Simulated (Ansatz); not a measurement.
# C on Pt(100): change of the work function, part 2 of 2

How does C on the hollow site change the work function of Pt(100) as the layer fills?

Ansatz 0.2.0; plane-wave DFT, PBE, Ansatz PAW.

So far, work function, upper face (eV): step 2 (the clean slab) 5.66; step 3 (37 atoms, coverage 0.111 ML, cell 3x3) 5.69; step 4 (17 atoms, coverage 0.25 ML, cell 2x2) 5.69.

**5. Adsorbate added, k-mesh 6×6×1, coverage 0.5 ML**

System of this step: Pt8C (C/Pt(100)). The cell holds 18 atoms: 16 Pt and 2 C. Cell: a = 5.544 Å, b = 5.544 Å, c = 24.901 Å, α = 90.0°, β = 90.0°, γ = 90.0°. Vacuum lies along c.

File input.yaml:

```yaml
crystal:
  lattice:
    - [5.5437171646, 0.0, 0.0]
    - [0.0, 5.5437171646, 0.0]
    - [0.0, 0.0, 24.9010472371]
  atoms:
    - { symbol: Pt, position: [0.25, 0.25, 0.3614305822] }
    - { symbol: Pt, position: [0.0, 0.0, 0.4401421312] }
    - { symbol: Pt, position: [0.25, 0.25, 0.5206631727] }
    - { symbol: Pt, position: [0.0, 0.0, 0.5999142823] }
    - { symbol: Pt, position: [0.25, 0.75, 0.3614305822] }
    - { symbol: Pt, position: [0.0, 0.5, 0.4401421312] }
    - { symbol: Pt, position: [0.25, 0.75, 0.5206631727] }
    - { symbol: Pt, position: [0.0, 0.5, 0.5999142823] }
    - { symbol: Pt, position: [0.75, 0.25, 0.3614305822] }
    - { symbol: Pt, position: [0.5, 0.0, 0.4401421312] }
    - { symbol: Pt, position: [0.75, 0.25, 0.5206631727] }
    - { symbol: Pt, position: [0.5, 0.0, 0.5999142823] }
    - { symbol: Pt, position: [0.75, 0.75, 0.3614305822] }
    - { symbol: Pt, position: [0.5, 0.5, 0.4401421312] }
    - { symbol: Pt, position: [0.75, 0.75, 0.5206631727] }
    - { symbol: Pt, position: [0.5, 0.5, 0.5999142823] }
    - { symbol: C, position: [0.25, 0.25, 0.6385694178] }
    - { symbol: C, position: [0.75, 0.75, 0.6385694178] }
kpoints:
  mp_grid: { grid: [6, 6, 1] }
hamiltonian:
  xc: pbe
scf:
  occupations: { method: fermi_dirac, width: 0.1 }
  convergence: { dr2_threshold: 1.0e-08 }
efield:
  axis: 3
  dipole_correction: true
  ramp_position: 0.97
  ramp_width: 0.06
relax:
  f_tol: 0.02
  max_steps: 60
  constraints: [{ sites: [0, 1, 4, 5, 8, 9, 12, 13] }]
output:
  dos: { projected: true, e_range: [-8, 4] }
  write_potential: true
  write_density: true
  volumetric_format: npy
  elf: true
```

The run is started by

```sh
ansatz run input.yaml --threads 4 --pin off --max-ram 16384MiB --backend cpu --events-out ev --progress --plain --runs-dir out
```

Run time: 6.5 min. Hardware: 4 threads of Arm Neoverse N1, shared host; peak memory 3.4 GiB; 26 min of CPU time.

Step by step:

```csv
step,energy less that of the first step (eV),largest force component (eV/Å)
1,0.0000,1.9857
2,-0.8338,1.2201
3,-1.1676,0.2023
4,-1.1877,0.0426
5,-1.1884,0.0127
```

Forces are held to the 16 operations that the program found; a distortion that breaks them can't arise in this run.

The atoms that moved most (Å):

```csv
atom,dx,dy,dz,length
Pt4,0.000,0.000,0.234,0.234
Pt8,0.000,0.000,0.234,0.234
Pt16,0.000,0.000,0.234,0.234
Pt12,0.000,0.000,0.234,0.234
C18,0.000,0.000,-0.220,0.220
C17,0.000,0.000,-0.220,0.220
Pt3,0.000,0.000,0.065,0.065
Pt15,0.000,0.000,0.065,0.065
```

The relaxed structure:

```xyz
18
Lattice="5.5437 0.0000 0.0000 0.0000 5.5437 0.0000 0.0000 0.0000 24.9010" Properties=species:S:1:pos:R:3
Pt    1.3859    1.3859    9.0000
Pt    0.0000    0.0000   10.9600
Pt    1.3859    1.3859   13.0297
Pt    0.0000    0.0000   15.1720
Pt    1.3859    4.1578    9.0000
Pt    0.0000    2.7719   10.9600
Pt    1.3859    4.1578   12.9275
Pt    0.0000    2.7719   15.1720
Pt    4.1578    1.3859    9.0000
Pt    2.7719    0.0000   10.9600
Pt    4.1578    1.3859   12.9275
Pt    2.7719    0.0000   15.1720
Pt    4.1578    4.1578    9.0000
Pt    2.7719    2.7719   10.9600
Pt    4.1578    4.1578   13.0297
Pt    2.7719    2.7719   15.1720
C     1.3859    1.3859   15.6810
C     4.1578    4.1578   15.6810
```

The relaxation took 5 steps and lowered the energy by 1.2 eV; the largest force on the free atoms ends at 0.013 eV/Å.

The covered face has 5.32 eV, -0.34 eV against the clean one; the bare back face has moved by +0.00 eV, a measure of how thin the slab is.

**6. Adsorbate added, k-mesh 12×12×1, coverage 1 ML**

System of this step: Pt4C (C/Pt(100)). The cell holds 5 atoms: 4 Pt and 1 C. Its edges and angles: a = 2.772 Å, b = 2.772 Å, c = 24.901 Å, α = 90.0°, β = 90.0°, γ = 90.0°. Vacuum lies along c.

input.yaml, the sections that differ from step 5:

```yaml
crystal:
  lattice:
    - [2.7718585823, 0.0, 0.0]
    - [0.0, 2.7718585823, 0.0]
    - [0.0, 0.0, 24.9010472371]
  atoms:
    - { symbol: Pt, position: [0.5, 0.5, 0.3614305822] }
    - { symbol: Pt, position: [0.0, 0.0, 0.4401421312] }
    - { symbol: Pt, position: [0.5, 0.5, 0.5206631727] }
    - { symbol: Pt, position: [0.0, 0.0, 0.5999142823] }
    - { symbol: C, position: [0.5, 0.5, 0.6385694178] }
kpoints:
  mp_grid: { grid: [12, 12, 1] }
relax:
  f_tol: 0.02
  max_steps: 60
  constraints: [{ sites: [0, 1] }]
output:
  write_potential: true
  write_density: true
  volumetric_format: npy
# hamiltonian, scf, efield: as in step 5
```

Wall time 47 s (4 threads); peak memory 0.58 GiB.

The steps of the relaxation:

```
step  energy less that of the first step (eV)  largest force component (eV/Å)
   1                                   0.0000                          1.7022
   2                                  -0.1190                          0.6537
   3                                  -0.1444                          0.1087
   4                                  -0.1463                          0.0429
   5                                  -0.1466                          0.0036
```

Forces are held to the 8 operations that the program found; a distortion that breaks them can't arise in this run.

The atoms that moved most (Å):

```
atom     dx     dy     dz  length
 Pt4  0.000  0.000  0.237   0.237
  C5  0.000  0.000  0.113   0.113
 Pt3  0.000  0.000  0.017   0.017
```

The relaxed structure:

```xyz
5
Lattice="2.7719 0.0000 0.0000 0.0000 2.7719 0.0000 0.0000 0.0000 24.9010" Properties=species:S:1:pos:R:3
Pt    1.3859    1.3859    9.0000
Pt    0.0000    0.0000   10.9600
Pt    1.3859    1.3859   12.9822
Pt    0.0000    0.0000   15.1752
C     1.3859    1.3859   16.0141
```

The relaxation took 5 steps and lowered the energy by 0.15 eV; the largest force on the free atoms ends at 0.0036 eV/Å.

The covered face has 6.02 eV, +0.36 eV against the clean one; the bare back face has moved by +0.05 eV, a measure of how thin the slab is.

**7. Work function against coverage**

This step: plane-wave DFT, PBE, Ansatz PAW; work function against coverage (Ansatz 0.2.0).

The runs are now put side by side.

Numbers from this step:

```
work function of the clean face     : 5.655 eV
largest change of the work function : 0.3608 eV
```

The work function of the covered face by coverage:

```
coverage (adsorbates/nm²)  work function of the covered face (eV)
                     0.00                                    5.66
                     1.45                                    5.69
                     3.25                                    5.69
                     6.51                                    5.32
                    13.02                                    6.02
```

The dipole per adsorbate comes from the change of the cell's dipole. Coverage, by row:

| coverage (1/nm²) | coverage (ML) | work function (eV) | change (eV) | dipole per adsorbate, positive end outwards (debye) | mean height of the added atoms over the highest substrate atom (Å) |
| --- | --- | --- | --- | --- | --- |
| 1.446 | 0.1111 | 5.691 | 0.03617 | -0.048 | 0.09174 |
| 3.254 | 0.25 | 5.69 | 0.03475 | -0.025 | 0.4064 |
| 6.508 | 0.5 | 5.317 | -0.3385 | 0.139 | 0.509 |
| 13.02 | 1 | 6.016 | 0.3608 | -0.063 | 0.8389 |

**8. What came out**

```yaml
work_function_of_the_clean_face: 5.66 eV
work_function_at_0p11_ml: 5.69 eV
work_function_at_0p25_ml: 5.69 eV
work_function_at_0p5_ml: 5.32 eV
work_function_at_1_ml: 6.02 eV
dipole_per_adsorbate_at_0p11_ml_positive_end_outwards: -0.05 D
```

At the lowest coverage C changes the work function of Pt(100) by under 0.15 eV, within the error of so thin a slab; the largest change, +0.36 eV, comes at higher coverage. The work function passes a minimum near 0.5 ML among the coverages run and rises again. At some coverage the adsorbate ends level with or under the highest substrate atom. The slab has 4 layers, at the tabulated experimental lattice constant, one starting site was run, and quantum-size effects of a slab this thin can reach one or two tenths of an eV.

[Long decimals in the printed logs are rounded to 6 places.]

[Logs are printed without paths, hosts, clocks, repeated set-up lines and the standing remarks that a program may print on its own settings, such as how far it seeks lower states.]

[Hosts, paths, dates, database ids (printed as entryN), source tags and the programs' standing remarks are cut or masked in the printed files.]

[Maps of the electrostatic potential energy from Ansatz leave out the sawtooth potential of an applied field or a dipole correction, so their vacuum need not be flat; planar profiles and work functions include it.]
